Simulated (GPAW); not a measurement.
## A GW chain in GPAW: SnSe (Pnma)

Aim: the G0W0 gap of SnSe (Pnma) on PBE, step by step.

Main program and level: GPAW 26.7.0; PBE and many-body steps on it, plane waves.

The database entry behind the starting cell differs from later determinations by our own check (an axis about 0.9 % long against later determinations), so it need not match the best structure at ambient conditions.

## (1) Set-up

The structure is orthorhombic, space group Pnma (No. 62). Conventional cell: a = 11.420 Å, b = 4.190 Å, c = 4.460 Å, α = 90.00°, β = 90.00°, γ = 90.00°. Nearest to Sn lie 5 Se at 2.69 to 3.32 Å. Se has 5 Sn at 2.69 to 3.32 Å nearest. Farther neighbours and most contacts between anions are not listed.

The cell and positions come from the Crystallography Open Database and are kept as given unless a step says otherwise.

## (2) Ground state

This step: GPAW 26.7.0; DFT, PBE, plane waves, PAW.

The ground-state density comes first.

Contents of run.py:

```python
import json
import numpy as np
from gpaw.mpi import world
from ase import Atoms
from gpaw import GPAW, PW, FermiDirac

atoms = Atoms(['Sn', 'Sn', 'Sn', 'Sn', 'Se', 'Se', 'Se', 'Se'],
    cell=[[11.4200000000, 0.0000000000, 0.0000000000],
      [0.0000000000, 4.1900000000, 0.0000000000],
      [0.0000000000, 0.0000000000, 4.4600000000]],
    scaled_positions=[[0.1230000000, 0.2500000000, 0.0910000000],
      [0.3770000000, 0.7500000000, 0.5910000000],
      [0.6230000000, 0.2500000000, 0.4090000000],
      [0.8770000000, 0.7500000000, 0.9090000000],
      [0.3570000000, 0.2500000000, 0.0160000000],
      [0.1430000000, 0.7500000000, 0.5160000000],
      [0.8570000000, 0.2500000000, 0.4840000000],
      [0.6430000000, 0.7500000000, 0.9840000000]],
    pbc=(True, True, True))
calc = GPAW(mode=PW(450),
    xc='PBE',
    kpts={'size': (2, 6, 6), 'gamma': True},
    occupations=FermiDirac(0.001),
    nbands=-10,
    convergence={'density': 1e-6, 'bands': -3},
    maxiter=100,
    txt='gs.txt')
atoms.calc = calc
res = {'energy': atoms.get_potential_energy()}
kpts = calc.get_ibz_k_points()
res['kpts'] = kpts
res['eigenvalues'] = [calc.get_eigenvalues(kpt=k) for k in range(len(kpts))]
res['n_electrons'] = calc.get_number_of_electrons()
calc.write('gs.gpw')

if world.rank == 0:
    with open('result.json', 'w') as f:
        json.dump(res, f, default=lambda x: x.tolist())
```

Launch:

```
> mpirun -n 4 gpaw python run.py
```

Numbers of over 12 decimals in the logs are rounded to 6 here.

What it wrote:

```text
__  _  _
 | _ |_)|_||  |
 |__||  | ||/\| - 26.7.0

Input parameters:
  mode=PW(ecut=450.000000),
  convergence={'density': 1e-06, 'bands': -3},
  kpts=MonkhorstPack(size=(2, 6, 6), gamma=True),
  maxiter=100,
  nbands=-10,
  occupations=Occupations(name='fermi-dirac', width=0.001, fixmagmom=False),
  xc=XC(name='PBE')
  [... matrices ...]
Diagonalizing LCAO Hamiltonian
Converting LCAO to pw mode
    .---------------------------.
   /|                Se     Sn  |
  / |                           |
 *  |  Se     Sn                |
 |  |                           |
 |  .--------------Sn-----Se----.
 | /                           /
 |/  Sn     Se                /
 *---------------------------*

Atoms  # Å, Bohr magnetons
|   | symbol |         x |        y |        z |    initial magnetic moments |
| 0 |     Sn |  1.404660 | 1.047500 | 0.405860 | ( 0.0000,  0.0000,  0.0000) |
| 1 |     Sn |  4.305340 | 3.142500 | 2.635860 | ( 0.0000,  0.0000,  0.0000) |
| 2 |     Sn |  7.114660 | 1.047500 | 1.824140 | ( 0.0000,  0.0000,  0.0000) |
| 3 |     Sn | 10.015340 | 3.142500 | 4.054140 | ( 0.0000,  0.0000,  0.0000) |
| 4 |     Se |  4.076940 | 1.047500 | 0.071360 | ( 0.0000,  0.0000,  0.0000) |
| 5 |     Se |  1.633060 | 3.142500 | 2.301360 | ( 0.0000,  0.0000,  0.0000) |
| 6 |     Se |  9.786940 | 1.047500 | 2.158640 | ( 0.0000,  0.0000,  0.0000) |
| 7 |     Se |  7.343060 | 3.142500 | 4.388640 | ( 0.0000,  0.0000,  0.0000) |

Unit cell  # Å
| periodic |         x |        y |        z |   lengths |    angles |
|      yes | 11.420000 | 0.000000 | 0.000000 | 11.420000 | 90.000000 |
|      yes |  0.000000 | 4.190000 | 0.000000 |  4.190000 | 90.000000 |
|      yes |  0.000000 | 0.000000 | 4.460000 |  4.460000 | 90.000000 |

Number of symmetries: 2
Symmetry operations  # r_c * U_cc + t_c -> r_c
|   | kind |            matrix            |
| 0 |  E   |  1, 0, 0,  0, 1, 0,  0, 0, 1 |
| 1 |  i   | -1, 0, 0,  0,-1, 0,  0, 0,-1 |

BZ-sampling:
  Number of BZ points: 72
  Number of IBZ points: 40

  Monkhorst-Pack size: [2, 6, 6]
  Monkhorst-Pack shift: [0.25, 0.083333, 0.083333]

K-points  # in reciprocal-cell coordinates
|     |                                coordinates |     weight |
|   0 | (  0.00000000,   0.00000000,   0.00000000) | 0.01388889 |
|   1 | (  0.00000000,   0.00000000,   0.16666667) | 0.02777778 |
|   2 | (  0.00000000,   0.00000000,   0.33333333) | 0.02777778 |
|   3 | (  0.00000000,   0.00000000,   0.50000000) | 0.01388889 |
|   4 | (  0.00000000,   0.16666667,  -0.33333333) | 0.02777778 |
|   5 | (  0.00000000,   0.16666667,  -0.16666667) | 0.02777778 |
|   6 | (  0.00000000,   0.16666667,   0.00000000) | 0.02777778 |
|   7 | (  0.00000000,   0.16666667,   0.16666667) | 0.02777778 |
|   8 | (  0.00000000,   0.16666667,   0.33333333) | 0.02777778 |
|   9 | (  0.00000000,   0.16666667,   0.50000000) | 0.02777778 |
| ... |                                            |            |
|  39 | (  0.50000000,   0.50000000,   0.50000000) | 0.01388889 |

Plane wave coefficients: 4644
Cutoff: 450.000000 eV

Spin-components: 1 (collinear spins)
Bands:           50
Projectors:      44
Spin-degeneracy: 2
Datatype:        complex128

  Storage: CPU
  Wave functions: 148_064_000 bytes (37_016_000 per core)
  Projectors: 82_915_840 bytes (20_728_960 per core)
  [... matrices ...]
Parallelization:
  kpt:    4
  domain: 1
  band:   1

Density:
  Valence electrons: 80.0
  Components: 1
  Grid points: [56 21 24]
  Charge: 0.0  # |e|

Potential:
  Grid points: [56 21 24]

species:
  Sn:
    name:    Tin
    Z:       50.0
    valence: 14
    core:    36
    charge:  0.0  # [|e|]
    compensation charges:
      type: gauss
      rc: 0.38  # [Å]
      lmax: 2
    cutoffs:
      filter: 2.23  # [Å]
      core: 2.35  # [Å]
    projectors
    | kind |    occ | energy [eV] | rcut [Å] |
    |   5s |  2.000 |     -10.538 |    1.201 |
    |   5p |  2.000 |      -3.696 |    1.270 |
    |   4d | 10.000 |     -25.845 |    1.185 |
    |    s |        |      16.674 |    1.201 |
    |    p |        |      23.515 |    1.270 |
    |    d |        |       1.367 |    1.185 |

    Using partial waves for Sn as LCAO basis

  Se:
    name:    Selenium
    Z:       34.0
    valence: 6
    core:    28
    charge:  0.0  # [|e|]
    compensation charges:
      type: gauss
      rc: 0.27  # [Å]
      lmax: 2
    cutoffs:
      filter: 1.77  # [Å]
      core: 2.67  # [Å]
    projectors
    | kind |    occ | energy [eV] | rcut [Å] |
    |   4s |  2.000 |     -17.277 |    0.847 |
    |   4p |  4.000 |      -6.512 |    1.005 |
    |    s |        |       9.935 |    0.847 |
    |    p |        |      20.699 |    1.005 |
    |    d |        |       0.000 |    0.847 |

    Using partial waves for Se as LCAO basis

Reference energy: -936456.901751  # eV

eigensolver:
  PPCG
  Converge bands: -3
  niter=2

density mixing:
  MSR1-Mixer
  Pratt-step length: 0.05
  Maximum mixing coefficient: 0.75
  Old densities: 10
  SVD Regularization: 0.005
  Good broyden scale: 1.0
  Trust region scale: 1.0
  Backstep threshold: 4.0
  History deletion threshold: 6.0
  Fourier metric: weight=20.0, sigma=0.015

occupation numbers:
  Fermi-Dirac:
    width: 0.0010  # eV

poisson solver:
  ecut: 3600.000000  # eV

xc functional:
  name: PBE with 2 nearest neighbor stencil

Initialization done in: 1.639 s

convergence criteria:
- Maximum integral of absolute [dens]ity change: 1e-06 electrons / valence electron
- Maximum [total energy] change in last 3 cyles: 0.0005 eV / valence electron
- Maximum integral of absolute [eigenst]ate change: 4e-08 eV^2 / valence electron
maximum number of iterations: 100

SCF iterations
|iter     |     time |      energy | eigst |  dens |
|iter:   1|  |  -33.944235 | +0.35 |       |
|iter:   2|  |  -33.832359 | -0.77 | -1.31 |
|iter:   3|  |  -33.375428 | -1.19 | -1.36 |
|iter:   4|  |  -33.363011 | -1.71 | -1.81 |
|iter:   5|  |  -33.360405c| -2.25 | -2.26 |
|iter:   6|  |  -33.360826c| -2.68 | -2.64 |
|iter:   7|  |  -33.360894c| -3.00 | -3.28 |
|iter:   8|  |  -33.360898c| -3.22 | -3.89 |
|iter:   9|  |  -33.360899c| -3.49 | -4.62 |
|iter:  10|  |  -33.360899c| -3.68 | -5.11 |
|iter:  11|  |  -33.360899c| -3.87 | -5.83 |
|iter:  12|  |  -33.360899c| -3.90 | -6.18c|
|iter:  13|  |  -33.360899c| -4.13 | -6.75c|
|iter:  14|  |  -33.360899c| -4.45 | -7.15c|
|iter:  15|  |  -33.360899c| -4.60 | -7.62c|
|iter:  16|  |  -33.360899c| -5.07 | -7.81c|
|iter:  17|  |  -33.360899c| -3.42 | -8.25c|
|iter:  18|  |  -33.360899c| -4.44 | -8.64c|
|iter:  19|  |  -33.360899c| -5.28 | -8.80c|
|iter:  20|  |  -33.360899c| -5.92 | -8.92c|
|iter:  21|  |  -33.360899c| -6.42 | -9.20c|
|iter:  22|  |  -33.360899c| -6.72 | -9.56c|
|iter:  23|  |  -33.360899c| -7.17 | -9.63c|
|iter:  24|  |  -33.360899c| -7.38 |-10.03c|
|iter:  25|  |  -33.360899c| -7.64c|-10.17c|

Converged in 25 steps
SCF loop duration: 74.221 s (2.969 s/step)
Energy contributions relative to reference atoms: (reference = -936456.901751)
  [... matrices ...]
Energy contributions:
  Kinetic:          60.693868
  Coulomb:         -59.945535
  Zero:             -0.119576
  External:          0.000000
  Xc:              -33.989656
  Entropy:          -0.000000
  Spinorbit:         0.000000
  ----------------------------
  Free energy:     -33.360899
  Extrapolated:    -33.360899

dipole moment: (0.000195, 0.000071, 0.000076)  # |e|*Ang

Fermi level: 6.304
Eigenvalues  # (at kpt = [0.000, 0.000, 0.000])
| band index |      eig [eV] | occ [0-2] |
|          0 |       -15.381 |     2.000 |
|        ... |               |           |
|         32 |         3.043 |     2.000 |
|         33 |         3.109 |     2.000 |
|         34 |         3.722 |     2.000 |
|         35 |         4.127 |     2.000 |
|         36 |         4.404 |     2.000 |
|         37 |         4.772 |     2.000 |
|         38 |         5.186 |     2.000 |
|         39 |         5.403 |     2.000 |
|         40 |         6.747 |     0.000 |
[...]
|         44 |         9.291 |     0.000 |
|         45 |         9.328 |     0.000 |
|         46 |        10.281 |     0.000 |
|         47 |        10.469 |     0.000 |
|        ... |               |           |
|         49 |        10.592 |     0.000 |

Gap: 0.533 eV
Transition (v -> c):
  (s=0, k=2, n=39, [0.00, 0.00, 0.33]) -> (s=0, k=12, n=40, [0.00, 0.33, 0.00])
Direct/indirect transitions are different
Direct gap: 0.700 eV
Transition at: (s=0, k=12, n=39, [0.00, 0.33, 0.00])
# Writing to gs.gpw (mode='')
  [... matrices ...]
```

Elapsed: 77 s, on 4 MPI ranks of Arm Neoverse V2, shared host; peak memory 1 GiB; 5.2 min of CPU time.

This step gave:

```yaml
total_energy: -33.36 eV
gap: 0.5330 eV
k_of_the_valence_top: 0, 0, 0.3333
k_of_the_conduction_bottom: 0, 0.3333, 0
least_direct_gap: 0.7003 eV
```

The gap is indirect, with the least direct gap 0.17 eV higher.

## (3) Empty states on the mesh, 1×2×2 mesh, 132 bands

The sums over transitions need many empty states on a uniform mesh; this step solves for them.

Contents of run.py:

```python
import json
import numpy as np
from gpaw.mpi import world
from gpaw import GPAW

calc = GPAW('gs.gpw').fixed_density(kpts={'size': (1, 2, 2), 'gamma': True},
    parallel={'domain': 1, 'band': 1},
    txt='nscf.txt')
calc.diagonalize_full_hamiltonian(nbands=132)
calc.write('full.gpw', mode='all')
res = {}
kpts = calc.get_ibz_k_points()
res['kpts'] = kpts
res['eigenvalues'] = [calc.get_eigenvalues(kpt=k) for k in range(len(kpts))]
res['n_electrons'] = calc.get_number_of_electrons()

if world.rank == 0:
    with open('result.json', 'w') as f:
        json.dump(res, f, default=lambda x: x.tolist())
```

Launch:

```
> mpirun -n 4 gpaw python run.py
```

What it wrote:

```text
Diagonalizing LCAO Hamiltonian
Converting LCAO to pw mode
convergence criteria:
- Maximum integral of absolute [eigenst]ate change: 4e-08 eV^2 / valence electron
maximum number of iterations: 100

SCF iterations
|iter     |     time |      energy | eigst |  dens |
|iter:   1|  |             | +0.40 |       |
|iter:   2|  |             | -0.56 |       |
|iter:   3|  |             | -1.01 |       |
[...]
|iter:  17|  |             | -6.89 |       |
|iter:  18|  |             | -7.33 |       |
|iter:  19|  |             | -7.67c|       |
SCF steps: 19
  __  _  _
 | _ |_)|_||  |
 |__||  | ||/\| - 26.7.0

Input parameters:
  mode=PW(ecut=450.000000),
  convergence={'density': 1e-06, 'bands': -3},
  gpts=array([56, 21, 24]),
  kpts=MonkhorstPack(size=(1, 2, 2), gamma=True),
  maxiter=100,
  nbands=50,
  occupations=Occupations(name='fermi-dirac', width=0.001, fixmagmom=False),
  parallel={'domain': 1, 'band': 1},
  xc=XC(name='PBE')
Matrix size: 4627x4627
# Writing to full.gpw (mode='all')
  [... matrices ...]

timing:  # [seconds]
  Total: 70.631  # ━━━━━━━━━━━━━━━━━━━━━━━━━━━━━━━━━━━━━━━━━━━━━━━━━━━━━━━━━━
```

The job ended after 79 s (4 MPI ranks; peak memory 6 GiB).

Numbers from this step:

```yaml
gap: 1.094 eV
k_of_the_valence_top: 0, 0, 0.5
k_of_the_conduction_bottom: 0, 0, 0
least_direct_gap: 1.344 eV
k_points_computed: 4
lowest_point_of_the_top_converged_band_above_the_valence_top: 26.86 eV
```

On this mesh the gap is 1.094 eV. The earlier step found 0.533 eV, so this mesh misses an edge.

## (4) Screening and self-energy, 1×2×2 mesh, 122 bands, screening to 40 eV

G0W0 replaces the xc potential by the self-energy, built once from these orbitals. Only a window of levels is corrected, while the sums run over the empty bands that the input names.

This step: G0W0 on PBE, plane waves, PAW.

Contents of run.py:

```python
import json
import numpy as np
from gpaw.mpi import world
from gpaw.response.g0w0 import G0W0

gw = G0W0('full.gpw',
    filename='gw',
    kpts=[0, 1],
    bands=(38, 42),
    ecut=40,
    nbands=122,
    integrate_gamma='WS',
    ppa=True)
gw.calculate()
res = {mode: {k: v for k, v in r.items() if k != 'sigma_eskwn'}
       for mode, r in gw.all_results.items()}

if world.rank == 0:
    with open('result.json', 'w') as f:
        json.dump(res, f, default=lambda x: x.tolist())
```

Launch:

```
> mpirun -n 4 gpaw python run.py
```

What it wrote:

```text
Using integrator: PointIntegrator
FrequencyGridDescriptor(from 0.000+0.000j to 0.000+27.211j eV, 2 points)
Nonperiodic BCs:  [False False False]
Using integrator: PointIntegrator
FrequencyGridDescriptor(from 0.000+0.000j to 0.000+27.211j eV, 2 points)
Nonperiodic BCs:  [False False False]
  ___  _ _ _
 |   || | | |
 | | || | | |
 |__ ||_____|
 |___|

BZ k-points: Symmetries present (total): 2

  [... matrices ...]
4 k-points: 1 x 2 x 2 Monkhorst-Pack grid + [0.000000,1/4,1/4]
4 k-points in the irreducible part of the Brillouin zone
       k-points in crystal coordinates                weights
   0:     0.00000000    0.00000000    0.00000000          1/4
   1:     0.00000000    0.00000000    0.50000000          1/4
   2:     0.00000000    0.50000000    0.00000000          1/4
   3:     0.00000000    0.50000000    0.50000000          1/4

Distributing spins, k-points and bands (1 x 2 x 4) over 4 processes
Number of blocks: 1

Quasi particle states:
k-points (IBZ indices): [0, 1]
Band range: (38, 42)
  [... matrices ...]
Computational parameters:
Plane wave cut-off: 40 eV
Number of bands: 122
Coulomb cutoff: None
Broadening: 0.1 eV

fxc modes: GW
Kernel: RPA
Using Godby-Needs plasmon-pole approximation:
  Fitting energy: i*E0, E0 = 1.000 Hartree
Summing all q:

Calculating screened Coulomb potential
No Coulomb truncation
FrequencyGridDescriptor(from 0.000+0.000j to 0.000+27.211j eV, 2 points)
Removing empty qpoint cache files...

Calculating chi0 body with:
    Ground state adapter containing:
    Number of spins: 1
    Number of kpoints: 4
    Number of irreducible kpoints: 4
    Number of completely occupied states: 40
    Number of partially occupied states: 40
    Occupied states memory: 17.2265625 M / cpu

    Linear response parametrization:
    q_c: [0.0, 0.0, 0.0]
    Number of frequency points: 2
    Planewave cutoff: 40.0
    Number of bands: 122
    Number of planewaves: 123
    Broadening (eta): 1e-06
    comm.size: 4
    kncomm.size: 4
    blockcomm.size: 1

    Memory estimate of potentially large arrays:
        chi0_wGG: 0.461700 M / cpu
Integrating chi0 body.

Symmetries of q_c:
    Direct symmetries (Uq -> q): 2
    Indirect symmetries (TUq -> q): 0
In total 2 allowed symmetries.

  [... matrices ...]
4 groups of equivalent kpoints. 0.0% reduction.

Integral kind: response function
Integrating chi0 head and wings.

Symmetries of q_c:
    Direct symmetries (Uq -> q): 2
    Indirect symmetries (TUq -> q): 0
In total 2 allowed symmetries.

  [... matrices ...]
4 groups of equivalent kpoints. 0.0% reduction.

Integral kind: response function wings

Calculating chi0 body with:
    Ground state adapter containing:
    Number of spins: 1
    Number of kpoints: 4
    Number of irreducible kpoints: 4
    Number of completely occupied states: 40
    Number of partially occupied states: 40
    Occupied states memory: 17.2265625 M / cpu

    Linear response parametrization:
[... the further q-points ...]

Results:
f:      Occupation numbers
eps:     KS-eigenvalues [eV]
vxc:     KS vxc [eV]
exx:     Exact exchange [eV]
sigma:   Self-energies [eV]
dsigma:  Self-energy derivatives
Z:       Renormalization factors
qp:      QP-energies [eV]

k-point 0 (0): (0.000, 0.000, 0.000)                GW
band       f     eps     vxc     exx   sigma  dsigma       Z      qp
                                                                   GW
  38   1.000   5.186 -14.422 -16.359   2.274  -0.282   0.780   5.449
  39   1.000   5.403 -14.702 -16.555   2.259  -0.281   0.781   5.719
  40   0.000   6.747 -11.714  -8.015  -3.028  -0.257   0.796   7.280
  41   0.000   8.911 -12.603  -8.493  -3.310  -0.269   0.788   9.542

k-point 1 (1): (0.000, 0.000, 0.500)                GW
band       f     eps     vxc     exx   sigma  dsigma       Z      qp
                                                                   GW
  38   1.000   5.653 -14.167 -15.125   1.506  -0.271   0.787   6.084
  39   1.000   5.653 -14.167 -15.125   1.506  -0.271   0.787   6.084
  40   0.000   7.214 -12.685  -9.163  -2.772  -0.261   0.793   7.809
  41   0.000   7.214 -12.685  -9.163  -2.772  -0.261   0.793   7.809
```

Elapsed: 11 s, on 4 MPI ranks; peak memory 1.3 GiB; 43 s of CPU time.

This step gave:

```
G0W0 gap on the points computed              : 1.196 eV
least direct G0W0 gap on the computed points : 1.561 eV
Z at the valence top                         : 0.7868
Z at the conduction bottom                   : 0.7956
starting gap on the mesh                     : 1.094 eV
k of the valence top                         : 0, 0, 0.5
k of the conduction bottom                   : 0, 0, 0
```

The gap on the mesh goes from 1.09 eV to 1.20 eV, a correction of +0.10 eV. The start differs from the 0.53 eV found before because the two sample other k points.

Limits: finite bands, cutoff and mesh; no spin-orbit coupling; coarse k mesh. v1 is the top filled band, c1 the lowest empty one. The levels before and after the correction (eV, zero at the valence-band top of each column):

```
           conduction bottom  valence top
Kohn-Sham               1.09         0.00
     G0W0               1.20         0.00
```

|  | level | energy (eV) |
| --- | --- | --- |
| Kohn-Sham | Γ v2 | -0.466 |
| Kohn-Sham | Γ v1 | -0.250 |
| Kohn-Sham | Γ c1 | 1.094 |
| Kohn-Sham | Γ c2 | 3.259 |
| Kohn-Sham | (0 0 0.5) v2-v1 | 0.000 |
| Kohn-Sham | (0 0 0.5) c1-c2 | 1.562 |
| G0W0 | Γ v2 | -0.635 |
| G0W0 | Γ v1 | -0.365 |
| G0W0 | Γ c1 | 1.196 |
| G0W0 | Γ c2 | 3.458 |
| G0W0 | (0 0 0.5) v2-v1 | 0.000 |
| G0W0 | (0 0 0.5) c1-c2 | 1.725 |

## (5) Where the time went

Times are wall times on 4 MPI ranks of Arm Neoverse V2, shared host, good to a factor of about two.

| step | time | share | memory (GiB) |
| --- | --- | --- | --- |
| ground state | 77 s | 46 % | 1 |
| empty states on the mesh | 79 s | 47 % | 6.0 |
| screening and self-energy | 11 s | 6 % | 1.3 |

## (6) Outcome

- PBE gap: 0.53 eV, indirect
- G0W0 gap on the mesh: 1.20 eV
- G0W0 gap over the zone (rigid shift): 0.63 eV
- GW settings: 1×2×2 mesh, 122 bands, screening to 40 eV, Godby-Needs plasmon pole
- known limits: not at the basis limit; no spin-orbit coupling; coarse k mesh

**Reading.** G0W0 moves the gap on the mesh from 1.09 eV to 1.20 eV (+0.10 eV), with Z of 0.79 and 0.80 at the edges. The mesh misses the band edges by 0.56 eV in all; a rigid shift gives 0.63 eV for the zone. Only 2 of the mesh's irreducible points were corrected, so a valley elsewhere could overtake. Bands and cutoff are finite, so the gap is not at the basis limit. The miss can reach some tenths of an eV and take either sign; the mesh is an error of its own. These stock PAW sets were not made for GW; the filled d or f shell of Se lies in the frozen core, which bears on start and correction. In the G0W0 run levels were corrected at 2 k points alone, so a gap called «on the mesh» is the least over those, and an edge elsewhere would be missed. A denser mesh or path gives a starting gap of 0.53 eV: the GW mesh misses a band edge, so its gaps are not the fundamental one. The 1×2×2 mesh is coarse for this cell, which bears on the long-range parts of exchange and screening. Mesh or cutoff lie under what a gap needs, so these runs test behaviour and cost; their gaps are not to be quoted. The many-body steps are scalar-relativistic: spin-orbit coupling is not in them.

[Paths, hosts, dates, memory and timing lines, banners, echoed tables and standing remarks are left out of the program output.]

[Logs are printed without paths, hosts, clocks, repeated set-up lines and the standing remarks that a program may print on its own settings, such as how far it seeks lower states.]

[Runs of the session that timed out or met a known fault of the program may be left out.]

[Hosts, paths, dates, database ids (printed as entryN), source tags and the programs' standing remarks are cut or masked in the printed files.]
